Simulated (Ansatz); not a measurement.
# SnOs (hypothetical, Pm-3m): a volume series of phonon spectra, part 3 of 5

Aim: how the vibrations of SnOs (hypothetical) shift with volume, and the expansion that follows. The crystal structure is hypothetical: it was made by swapping elements on a known structure type.

Ansatz 0.2.0; DFT PBE, scalar-relativistic, plane waves, PAW.

So far. Step 2 (Probe on a coarse mesh): The start is under 139 GPa at this level and looks like a metal on this mesh. Step 5 (Tight relaxation): The residual pressure is -3.3e-4 GPa, small enough for phonons.

**7. Phonons, V/V0 1**

Phonons at this volume give one point of F(V, T); meshes stay fixed along the series.

This step: DFT PBE, scalar-relativistic, plane waves, PAW (Ansatz 0.2.0).

Input file input.yaml:

```yaml
crystal:
  lattice:
    - [3.2540776665, 0.0, 0.0]
    - [0.0, 3.2540776665, 0.0]
    - [0.0, 0.0, 3.2540776665]
  atoms:
    - { symbol: Sn, position: [0.5, 0.5, 0.5] }
    - { symbol: Os, position: [0.0, 0.0, 0.0] }
kpoints:
  mp_grid: { grid: [16, 16, 16] }
hamiltonian:
  xc: pbe
scf:
  occupations: { method: methfessel_paxton, width: 0.15 }
output:
  eigenvalues: true
phonons:
  method: dfpt
  qmesh: [4, 4, 4]
  temperatures: { t_max: 1000, t_step: 50 }
  qpath:
    path:
      - [[0.0, 0.0, 0.0], [0.0, 0.5, 0.0], [0.5, 0.5, 0.0], [0.0, 0.0, 0.0], [0.5, 0.5, 0.5], [0.0, 0.5, 0.0]]
      - [[0.5, 0.5, 0.5], [0.5, 0.5, 0.0]]
    npoints: 10
```

The run is started by

```
$ ansatz run input.yaml --threads 4 --pin off --max-ram 8192MiB --backend cpu --events-out ev --progress --plain --runs-dir out
```

Numbers of over 12 decimals in the logs are rounded to 6 here.

The program printed:

```text
[...]
Crystal: 2 atoms, lattice volume = 34.457 Å³
Basis set: ecut = 420 eV, 691 PW (Γ), exchange–correlation on 48×48×48 points (8 copies of the dense FFT grid, shifted against one another)
Bands: 19, of which v1, the nominal top of the filled ones, is band 15 counted from 1 (14 counted from 0)
Symmetry: 48 space group operations
k-points: 165 of 4096
[...]
SCF iter   1: F=—  HF=-17407.866094 eV  |F-HF|=—  |Δ(HF+E_count)|=         —  Δρ=6.36e-3  dr2=2.54e-2  ethr=1.77e-3  ⟨swp⟩=5.1  Hψ=12995  notcnv=0
[...]
SCF iter   8: F=-17407.859991 eV  HF=-17407.859991 eV  |F-HF|=7.28e-12  |Δ(HF+E_count)|=  1.09e-11  S|Δr|=    0.00e0  Δρ=8.22e-8  dr2=1.63e-12  ethr=1.00e-12  ⟨swp⟩=5.7  Hψ=12489  notcnv=0
SCF 1 converged in 8 iterations: F = -17407.859991 eV  dr2 = 1.63e-12
[...]
SCF iter   4: F=-17407.859991 eV  HF=-17407.859991 eV  |F-HF|=7.28e-12  |Δ(HF+E_count)|=  1.46e-11  S|Δr|=    0.00e0  Δρ=1.35e-7  dr2=5.79e-12  ethr=1.00e-12  ⟨swp⟩=1.2  Hψ=7151  notcnv=0
SCF 2 converged in 4 iterations: F = -17407.859991 eV  dr2 = 5.79e-12
phonons: the bands overlap, so this run is a metal and interpolates without the dipole-dipole term. If the crystal is really an insulator or semiconductor, its LO-TO splitting is missing
NSCF: frozen V_eff on 165 k-points
[...]
DFPT response loops at q = (0, 0, 0) (fractional): preconditioner auto → Kerker (q_TF=auto, 2.666 Å⁻¹) (partly filled bands, converged f_vac=0.000); β = 1.00, the filter's whole step (`scf.mixing.beta` (0.50) is not read by the response loops under this deck's `scf.mixing.preconditioner`; to damp them name `kerker` or `kerker_dos`, under which they read `scf.mixing.beta`, and type it under 1.00, their step now; both keys bind the ground state too); Broyden in place of MSR1
[...]
SCF converged after 8 iterations
[...]
Free energy (F): -17407.859991 eV
[...]
Internal energy: -17407.859634 eV  (E = F + TS)
E sigma→0 (E₀):  -17407.859902 eV
Entropy (-TS):   -0.000358 eV (-0.179 meV/atom)
Fermi energy:    19.699147 eV
[...]
--- Band table (eV; the first three rows and the last of 165) ---
  k-point 0: bands = [... 11 lower, 15.8326, 19.0111, 19.0111, 19.0111, 21.9412, 21.9412, 21.9412, 26.3711]
  k-point 1: bands = [... 11 lower, 15.8426, 18.8472, 18.8472, 19.0098, 21.5474, 22.1755, 22.1755, 26.7322]
  k-point 2: bands = [... 11 lower, 15.8714, 18.4687, 18.4687, 19.0060, 20.7417, 22.7662, 22.7662, 27.3910]
  k-point 164: bands = [... 11 lower, 13.8201, 16.1060, 20.2704, 20.2704, 22.2407, 22.2407, 22.2407, 23.6892]
--- Phonons (Γ-DFPT): 2 representative perturbations + reference (Σ response iterations 6) ---
  ASR residual: 8.706e-5 → 0.000e0 eV/Å²; symmetrization residual: 3.851e-5 eV/Å²
  ASR residual per site (eV/Å²): 2.57e-5 8.71e-5
  Γ frequencies (cm⁻¹): 0.00 0.00 0.00 143.10 143.10 143.10
--- Phonons (arbitrary-q DFPT): 10 irreducible q on the 4×4×4 mesh ---
  q = [0.0000, 0.0000, 0.0000] (star 1, of the zone-centre solve; hermiticity 1.40e-5, symmetrization 3.15e-12): -0.00 -0.00 0.00 143.10 143.10 143.10
  q = [0.0000, 0.0000, 0.2500] (star 6, 4 solved perturbations in 4032 linear systems a pass and spin channel, the states on 1296 of 4096 k-point pairs; hermiticity 1.54e-6, symmetrization 8.18e-14): 54.79 54.79 102.43 139.16 139.16 195.91
[...]
q = [0.0000, 0.2500, -0.5000] (star 12, 6 solved perturbations on 1296 of 4096 k-point pairs; hermiticity 2.53e-6, symmetrization 2.37e-14): 93.67 106.82 117.45 118.60 173.06 198.12
[...]
sum rule: each row above includes the acoustic sum rule's correction from the zone centre's row sums; it moved no ω² by more than (0.35 cm⁻¹)²
  mesh force constants: q→R imaginary residual 2.39e-18; ASR residual 8.706e-5 → 0.000e0 eV/Å²; symmetrization residual 8.882e-15 eV/Å²
  interpolated dispersion: 62 rows × 6 modes
  density of states and harmonic sums: on the 20×20×20 q-mesh, interpolated from the force constants of a 4×4×4 supercell (no non-analytic term)
  largest difference from the sums on the solved wave vectors: F 1.22e-2 eV, S 1.63e-5 and C_V 4.01e-6 eV/K
  zero-point energy: 0.049026 eV/cell   skipped modes (ω ≤ 0): 3   left out of the sums: 6.25e-5 of the cell's modes: C_V's classical limit lies that fraction below 3 k_B per atom; for a crystal, a wire or a layer, F and S can be off by more, and a phonons.interpolated_qmesh denser along its periods is the remedy for the sampling
```

It took 8.1 min on 4 threads of Arm Neoverse V2, shared host; peak memory 3.7 GiB.

Numbers from this step:

| Quantity | Value |
| --- | --- |
| volume per atom | 17.23 Å³ |
| Γ frequencies | 0, 0, 0, 143.1, 143.1, 143.1 cm⁻¹ (negative: imaginary) |
| lowest frequency on the path | 0 cm⁻¹ |
| zero-point energy | 0.04903 eV/cell |
| point group | m-3m |
| highest frequency | 230.1 cm⁻¹ |
| Debye temperature from the second moment | 256 K |

No LO-TO term. The phonon branches at the labelled points (cm⁻¹):

```csv
point,branch 1,branch 2,branch 3,branch 4,branch 5,branch 6
Γ,0,0,0,143,143,143
halfway,55,55,102,139,139,196
X,87,87,128,128,131,230
halfway,94,107,118,119,173,198
M,102,107,107,109,193,193
halfway,70,80,118,130,172,180
Γ,0,0,0,143,143,143
halfway,92,92,114,164,164,166
R,134,134,134,178,178,178
halfway,98,112,113,155,167,188
X,87,87,128,128,131,230
jump to R,134,134,134,178,178,178
halfway,114,114,120,148,187,187
M,102,107,107,109,193,193
```

The phonon branches as a text plot (rows in cm⁻¹):

```
    225 |      ***                                      **
    216 |     *   *                                    *
    206 |    *     *                                  *
    197 |   *       *  *                             *          *
    187 |            ** ***                       ***      *****
    177 |           *      ****            ********       *
    168 |  *       *         ***       *****      ****     *
    158 | *       *            **   ****           ** *     *
    149 |*                      ** **                * *     *
    139 |*****   *            *****                   * *
    129 |     ****        ****               *****     ****** *
    120 |     *  *****   *****              *    ***    *  *** *
    110 |    *    ********             *****      **** *     ****
    101 |   *     * *******   *          **        *****        *
     91 |       ****      ***        ** *              ***
     81 |      *           *** *       *
     72 |  *  *              **     *
     62 |    *                * *    **
     53 | * *                  *
     43 |                      **   *
     34 |  *                    ** *
     24 |**                      * *
     14 |*                       *
      5 |                         *
         Γ      X      M          Γ            R        X|R     M
```

Tetrahedra on 20 20 20, mean over bins of 2 cm⁻¹. Phonon density of states against wavenumber; read off at these points:

```csv
wavenumber (cm⁻¹),phonon density of states (1/cm⁻¹/cell)
1.0,0
7.0,5.0e-5
13.0,2.2e-4
19.0,5.3e-4
25.0,0.00108
33.0,0.00211
39.0,0.00313
45.0,0.0045
51.0,0.00623
57.0,0.00842
63.0,0.0110
69.0,0.0143
75.0,0.0186
81.0,0.0246
89.0,0.0413
95.0,0.0537
101.0,0.0706
107.0,0.0505
113.0,0.149
119.0,0.0491
125.0,0.0293
131.0,0.0341
137.0,0.0340
143.0,0.0412
151.0,0.0310
157.0,0.0307
163.0,0.0312
169.0,0.0348
175.0,0.0419
181.0,0.0573
185.0,0.0649
187.0,0.0621
193.0,0.0221
199.0,0.0120
207.0,0.00783
213.0,0.00578
219.0,0.00404
225.0,0.00228
231.0,0
```

Harmonic. Thermo, by row:

```csv
T (K),F_vib (meV/atom),S (J/mol-atom/K),C_V (J/mol-atom/K)
0,24.51,0,0
50,23.94,4.082,9.319
100,19.27,13.9,18.48
150,9.85,22.1,21.69
200,-3.34,28.55,23.03
250,-19.53,33.77,23.69
300,-38.19,38.12,24.06
350,-58.93,41.85,24.29
400,-81.48,45.1,24.44
450,-105.6,47.99,24.54
500,-131.2,50.58,24.62
550,-158,52.93,24.67
600,-186,55.08,24.72
650,-215.1,57.06,24.75
700,-245.1,58.89,24.78
750,-276.1,60.6,24.8
800,-307.9,62.2,24.82
850,-340.5,63.71,24.83
900,-373.9,65.13,24.84
950,-408,66.47,24.85
1000,-442.8,67.75,24.86
```

The modes has structure finer than the step of the table below, so its rows give means over 5 cm⁻¹, whole bins alone (the curve runs from -10 to 246 cm⁻¹). Peaks (cm⁻¹: height): Os 114.2: 0.0903; Sn 114.2: 0.0240, 140.0: 0.0289, 159.4: 0.0281, 185.2: 0.0522.

Phonopy on the run's constants, 17x17x17 mesh, Gaussian sigma 2.0 cm⁻¹. Modes against wavenumber; means over each step; values in 1/cm⁻¹/cell:

```csv
wavenumber (cm⁻¹),Os,Sn
-5,1.0e-5,5.7e-6
0,5.5e-5,3.7e-5
5,1.2e-5,5.6e-6
10,9.9e-5,5.7e-5
15,2.8e-4,1.7e-4
20,2.9e-4,1.8e-4
25,7.8e-4,4.5e-4
30,0.00113,6.4e-4
35,0.00179,9.7e-4
40,0.00217,0.00110
45,0.00334,0.00164
50,0.00337,0.00154
55,0.00605,0.00262
60,0.00656,0.00264
65,0.00948,0.00353
70,0.0106,0.00367
75,0.0144,0.00441
80,0.0184,0.00516
85,0.0265,0.00608
90,0.0342,0.00722
95,0.0420,0.0108
100,0.0515,0.0142
105,0.0481,0.0126
110,0.0656,0.0164
115,0.0796,0.0223
120,0.0364,0.0149
125,0.0177,0.0151
130,0.0117,0.0219
135,0.00764,0.0255
140,0.00944,0.0283
145,0.00851,0.0262
150,0.00866,0.0245
155,0.00665,0.0211
160,0.00907,0.0257
165,0.00705,0.0221
170,0.00904,0.0302
175,0.00848,0.0340
180,0.00929,0.0437
185,0.0109,0.0506
190,0.00909,0.0413
195,0.00243,0.0182
200,6.7e-4,0.0112
205,3.9e-4,0.00837
210,2.2e-4,0.00652
215,1.4e-4,0.00517
220,6.4e-5,0.00381
225,2.3e-5,0.00245
230,1.3e-6,7.6e-4
235,0,3.3e-5
240,0,0
```

No LO-TO term. Modes at Γ, with each element's share of the kinetic energy:

```csv
mode,frequency (cm⁻¹),symmetry,Sn %,Os %
1,0.0,T1u,38,62
2,0.0,T1u,38,62
3,0.0,T1u,38,62
4,143.1,T1u,62,38
5,143.1,T1u,62,38
6,143.1,T1u,62,38
```

Displacements in mode 6 (143.1 cm⁻¹), the largest set to 1:
```
Sn1 -0.02  1.00  0.91
Os2  0.01 -0.62 -0.57
```

No mode is imaginary beyond numerical noise at the solved wavevectors.

**8. Single point at a scaled cell, V/V0 1.015**

Symmetry fixes every atom, so a single point at the scaled cell gives the energy and pressure of this member.

The cell differs from the one that the last finished run ended in (a 3.254 → 3.270 Å, b 3.254 → 3.270 Å, c 3.254 → 3.270 Å).

input.yaml, the sections that differ from step 7:

```yaml
crystal:
  lattice:
    - [3.2702673742, 0.0, 0.0]
    - [0.0, 3.2702673742, 0.0]
    - [0.0, 0.0, 3.2702673742]
  atoms:
    - { symbol: Sn, position: [0.5, 0.5, 0.5] }
    - { symbol: Os, position: [0.0, 0.0, 0.0] }
output:
  forces: true
  stress: true
  eigenvalues: true
# kpoints, hamiltonian, scf: as in step 7
# phonons: removed
```

The program printed:

```text
[...]
Crystal: 2 atoms, lattice volume = 34.974 Å³
Basis set: ecut = 420 eV, 691 PW (Γ), exchange–correlation on 48×48×48 points (8 copies of the dense FFT grid, shifted against one another)
Bands: 19, of which v1, the nominal top of the filled ones, is band 15 counted from 1 (14 counted from 0)
Symmetry: 48 space group operations
[...]
k-points: 165 of 4096
[...]
SCF iter   1: F=—  HF=-17407.860372 eV  |F-HF|=—  |Δ(HF+E_count)|=         —  Δρ=5.73e-3  dr2=2.10e-2  ethr=1.77e-3  ⟨swp⟩=5.1  Hψ=13061  notcnv=0
[...]
SCF iter   6: F=-17407.855414 eV  HF=-17407.855414 eV  |F-HF|=7.20e-10  |Δ(HF+E_count)|=   8.48e-9  S|Δr|=    0.00e0  Δρ=2.83e-6  dr2=2.08e-9  ethr=8.55e-11  ⟨swp⟩=2.2  Hψ=11168  notcnv=0
SCF 1 converged in 6 iterations: F = -17407.855414 eV  dr2 = 2.08e-9
[...]
SCF converged after 6 iterations
[...]
Free energy (F): -17407.855414 eV
[...]
Internal energy: -17407.855229 eV  (E = F + TS)
E sigma→0 (E₀):  -17407.855368 eV
Entropy (-TS):   -0.000185 eV (-0.093 meV/atom)
Fermi energy:    19.331618 eV
[...]
--- Stress (GPa, compression-positive) ---
       -2.799033      -0.000000       0.000000
        0.000000      -2.799033      -0.000000
       -0.000000      -0.000000      -2.799033
  P = ⅓ Tr σ = -2.7990 GPa (-27.990 kbar)
--- Band table (eV; the first three rows and the last of 165) ---
  k-point 0: bands = [... 11 lower, 15.5582, 18.6642, 18.6642, 18.6642, 21.5690, 21.5690, 21.5690, 25.8245]
  k-point 1: bands = [... 11 lower, 15.5683, 18.5048, 18.5048, 18.6630, 21.1715, 21.7978, 21.7978, 26.1889]
  k-point 2: bands = [... 11 lower, 15.5973, 18.1360, 18.1360, 18.6598, 20.3648, 22.3764, 22.3764, 26.8537]
  k-point 164: bands = [... 11 lower, 13.5743, 15.7131, 19.8949, 19.8949, 21.8694, 21.8694, 21.8694, 23.2469]
```

Elapsed: 1.3 s, on 4 threads; peak memory 0.39 GiB; 4.5 s of CPU time.

This step gave:

```
pressure        : -2.799 GPa
volume per atom : 17.49 Å³
```

The run ends at a pressure of -2.80 GPa.

**9. A run with changed settings**

One run with other settings shows how much the ground state depends on them.

This step: DFT PBE, scalar-relativistic, plane waves, PAW; settings changed (Ansatz 0.2.0).

input.yaml, as its differences from that of step 8:

```diff
@@ -14,5 +14,8 @@
   occupations: { method: methfessel_paxton, width: 0.15 }
+  lower_state_search: standard
 output:
   forces: true
+  eigenvalues: true
   stress: true
-  eigenvalues: true
+basis:
+  ecutwfc: "18.4 Ry"
```

The program printed:

```text
Warning: basis.ecutwfc = 250.344753 eV is below the records' recommended 420 eV, and the density's cutoff is lower with it unless basis.ecutrho_ratio is high enough to keep the records' density cutoff: compare with a run at a higher cutoff
[...]
Crystal: 2 atoms, lattice volume = 34.974 Å³
Basis set: ecut = 250.344753 eV, 305 PW (Γ), exchange–correlation on 36×36×36 points (8 copies of the dense FFT grid, shifted against one another)
Bands: 19, of which v1, the nominal top of the filled ones, is band 15 counted from 1 (14 counted from 0)
Symmetry: 48 space group operations
[...]
k-points: 165 of 4096
[...]
SCF iter   1: F=—  HF=-17406.157828 eV  |F-HF|=—  |Δ(HF+E_count)|=         —  Δρ=2.60e-2  dr2=1.65e-1  ethr=1.77e-3  ⟨swp⟩=3.9  Hψ=12221  notcnv=0
[...]
SCF iter   6: F=-17406.106449 eV  HF=-17406.106449 eV  |F-HF|=3.82e-10  |Δ(HF+E_count)|=   2.11e-7  S|Δr|=    0.00e0  Δρ=3.91e-6  dr2=3.21e-9  ethr=3.33e-10  ⟨swp⟩=5.0  Hψ=12167  notcnv=0
SCF 1 converged in 6 iterations: F = -17406.106449 eV  dr2 = 3.21e-9
[...]
SCF converged after 6 iterations
[...]
Free energy (F): -17406.106449 eV
[...]
Internal energy: -17406.106389 eV  (E = F + TS)
E sigma→0 (E₀):  -17406.106434 eV
Entropy (-TS):   -0.000060 eV (-0.030 meV/atom)
Fermi energy:    19.346151 eV
[...]
--- Stress (GPa, compression-positive) ---
        0.124404      -0.000000       0.000000
       -0.000000       0.124404      -0.000000
        0.000000      -0.000000       0.124404
  P = ⅓ Tr σ = 0.1244 GPa (1.244 kbar)
--- Band table (eV; the first three rows and the last of 165) ---
  k-point 0: bands = [... 11 lower, 15.6186, 18.6929, 18.6929, 18.6929, 21.6223, 21.6223, 21.6223, 25.7963]
  k-point 1: bands = [... 11 lower, 15.6194, 18.5180, 18.5180, 18.6922, 21.2192, 21.8459, 21.8459, 26.1659]
  k-point 2: bands = [... 11 lower, 15.6014, 18.1608, 18.1608, 18.6785, 20.4089, 22.4116, 22.4116, 26.8423]
  k-point 164: bands = [... 11 lower, 13.5916, 15.6952, 19.8930, 19.8930, 21.9065, 21.9065, 21.9065, 23.2727]
```

Wall time 0.72 s (4 threads); peak memory 0.34 GiB.

The run finished with changed settings (basis.ecutwfc = "18.4 Ry" and scf.lower_state_search = "standard"); it serves as a test.

**10. Phonons, V/V0 1.015**

Phonons at this volume give one point of F(V, T); meshes stay fixed along the series.

This step: DFT PBE, scalar-relativistic, plane waves, PAW (Ansatz 0.2.0).

input.yaml, the sections that differ from step 9:

```yaml
scf:
  occupations: { method: methfessel_paxton, width: 0.15 }
output:
  eigenvalues: true
phonons:
  method: dfpt
  qmesh: [4, 4, 4]
  temperatures: { t_max: 1000, t_step: 50 }
  qpath:
    path:
      - [[0.0, 0.0, 0.0], [0.0, 0.5, 0.0], [0.5, 0.5, 0.0], [0.0, 0.0, 0.0], [0.5, 0.5, 0.5], [0.0, 0.5, 0.0]]
      - [[0.5, 0.5, 0.5], [0.5, 0.5, 0.0]]
    npoints: 10
# crystal, kpoints, hamiltonian: as in step 9
# basis: removed
```

The program printed:

```text
[...]
Crystal: 2 atoms, lattice volume = 34.974 Å³
Basis set: ecut = 420 eV, 691 PW (Γ), exchange–correlation on 48×48×48 points (8 copies of the dense FFT grid, shifted against one another)
Bands: 19, of which v1, the nominal top of the filled ones, is band 15 counted from 1 (14 counted from 0)
Symmetry: 48 space group operations
k-points: 165 of 4096
[...]
k-point 164: bands = [... 11 lower, 13.5743, 15.7131, 19.8949, 19.8949, 21.8694, 21.8694, 21.8694, 23.2469]
[...]
ASR residual: 5.587e-5 → 0.000e0 eV/Å²; symmetrization residual: 4.134e-5 eV/Å²
  ASR residual per site (eV/Å²): 4.33e-6 5.59e-5
  Γ frequencies (cm⁻¹): 0.00 0.00 0.00 136.64 136.64 136.64
--- Phonons (arbitrary-q DFPT): 10 irreducible q on the 4×4×4 mesh ---
[...]
interpolated dispersion: 62 rows × 6 modes
[...]
[key lines of the parts left out:]
SCF converged after 8 iterations
Free energy (F): -17407.855414 eV
Fermi energy:    19.331600 eV
```

Run time: 8.1 min. Hardware: 4 threads; peak memory 3.7 GiB; 31 min of CPU time.

No LO-TO term. The phonon branches at the labelled points (cm⁻¹):

```csv
point,branch 1,branch 2,branch 3,branch 4,branch 5,branch 6
Γ,0,0,0,137,137,137
halfway,52,52,99,133,133,190
X,83,83,123,123,126,225
halfway,89,104,114,114,166,192
M,98,104,105,105,186,186
halfway,67,79,113,124,165,175
Γ,0,0,0,137,137,137
halfway,89,89,110,158,158,160
R,129,129,129,173,173,173
halfway,95,108,109,150,161,182
X,83,83,123,123,126,225
jump to R,129,129,129,173,173,173
halfway,111,111,116,143,180,180
M,98,104,105,105,186,186
```

The phonon branches as a text plot (rows in cm⁻¹):

```
    220 |      ***                                      **
    211 |     *   *                                    *
    201 |    *     *                                  *
    192 |   *                                        *
    183 |           *******                        **       *****
    173 |           *     *****            ********       **
    164 |  *                 ***       *****     ****      *
    155 |         **           **   *****          ****     *
    145 | *                     *  ****              * *     *
    136 |*****   *             *****                  * *
    126 |     ****           **              *****     *****
    117 |     *  *****   *****              *    ***    *  *****
    108 |    *    ********             *****      **** *     ****
     98 |   *     *  ******   *          **        ****        **
     89 |        ****    ****        ** *            * **
     80 |      ***         *** *       *                 *
     70 |  *  *              **     *
     61 |    *                  *    **
     52 | * *                 **
     42 |                      **   *
     33 |  *                    ** *
     23 |**                      * *
     14 |*                       *
      5 |                         *
         Γ      X      M          Γ            R        X|R     M
```

No mode is imaginary beyond numerical noise at the solved wavevectors. The highest zone-centre mode (no LO–TO term) moved by -4.5 % for a volume change of +1.5 %.

[end of part 3 of 5]

[Logs are printed without paths, hosts, clocks, repeated set-up lines and the standing remarks that a program may print on its own settings, such as how far it seeks lower states.]

[Hosts, paths, dates, database ids (printed as entryN), source tags and the programs' standing remarks are cut or masked in the printed files.]

[A step with changed settings may run another functional than the one named; its input shows which.]


